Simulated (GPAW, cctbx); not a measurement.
# By hand: from a DFT structure factor to an extinction distance in Si2Bi

Si2Bi, P6/mmm (no. 191), a = 4.0488 Å, b = 4.0488 Å, c = 4.7687 Å, α = 90.00°, β = 90.00°, γ = 120.00°.

```
atom  mult.    x    y    z
 Bi1      1    0    0    0
 Si1      2  2/3  1/3  1/2
```

The start was made by putting kin elements into a known structure type; the compound need not exist, or be stable, in this form.

A DFT run (GPAW, PBE, 450 eV, 7×7×5 k-points (along the axes of the calculation cell), Fermi–Dirac width 0.1 eV) gives the static X-ray structure factor of 001 as 53.737 e for the conventional cell; superposed free atoms give 53.973 e. **Problem.** Find the Fourier component V of the crystal potential and the two-beam extinction distance at 300 kV in both cases, then the holographic phase shift per nanometre.

### 1. Geometry

The cell volume is Ω = 67.70 Å³ and d(001) = 4.7687 Å, so g = 1/d = 0.2097 Å⁻¹.

### 2. The nuclei

Electrons feel nuclei as well as electrons, so the nuclear charges are summed with the same phases.

Phase sums Σ exp(2πi h·x), turned so that the total is real and positive: Bi +1.000, Si -2.000. Then F_Z = 83 × (+1.000) + 14 × (-2.000) = 55.00 e. The electron term has the same sign for this reflection.

### 3. Mott–Bethe

Poisson's equation, term by term, gives V = (e/4πε₀)(F_Z − F)/(πΩg²), with e/4πε₀ = 14.3996 V Å.

The prefactor is 14.3996 × 4.7687²/(π × 67.70) = 1.53966 V per electron. Free atoms: (55.00 − 53.973) × 1.53966 = 1.581 V. Crystal: (55.00 − 53.737) × 1.53966 = 1.945 V. F changes by -0.44 % and V by +23.0 %: the same 0.24 e is measured against F_Z − F = 1.0 e in place of F = 54.0 e.

### 4. Extinction distance

In the two-beam case ξ = 1/(λU) with U = 2γm₀eV/h², that is ξ = 150.41 V Å²/(γλV).

At 300 kV, λ = 0.01969 Å and γ = 1.5871. Free atoms: ξ = 3044 Å. Crystal: ξ = 2475 Å. The thickness fringes go as sin²(πt/ξ), so the two patterns slip by a quarter of a period when t|1/ξ₁ − 1/ξ₀| = 1/4, at t ≈ 331 nm. Thermal motion, absorption and many-beam coupling, left out here, change a real pattern.

### 5. Phase shift

A slab run (normal [001], unrelaxed) gives a mean inner potential of 16.49 V; free atoms give 17.64 V. The phase shift is φ = C_E V₀ t, with C_E = (2π/λE)(E + m₀c²)/(E + 2m₀c²).

C_E = 6.526 × 10⁻³ rad/(V nm). The shift is 0.1076 rad/nm in the crystal and 0.1151 rad/nm for free atoms. A sample 50 nm thick gives φ = 5.38 rad; read with the free-atom value it would seem 46.7 nm thick.

### 6. Answer

V(001) is 1.94 V against 1.58 V, and ξ is 2475 against 3044 Å. The phase shift is 0.108 rad/nm, and free atoms would misjudge a thickness by -7 %. Limits: static atoms, two beams.

[Outputs are excerpts: Python notices, other lines and further rows are left out; steps that failed or that the build refused (PBEsol, TPSS) are not shown.]

[Logs are printed without paths, hosts, clocks, repeated set-up lines and the standing remarks that a program may print on its own settings, such as how far it seeks lower states.]
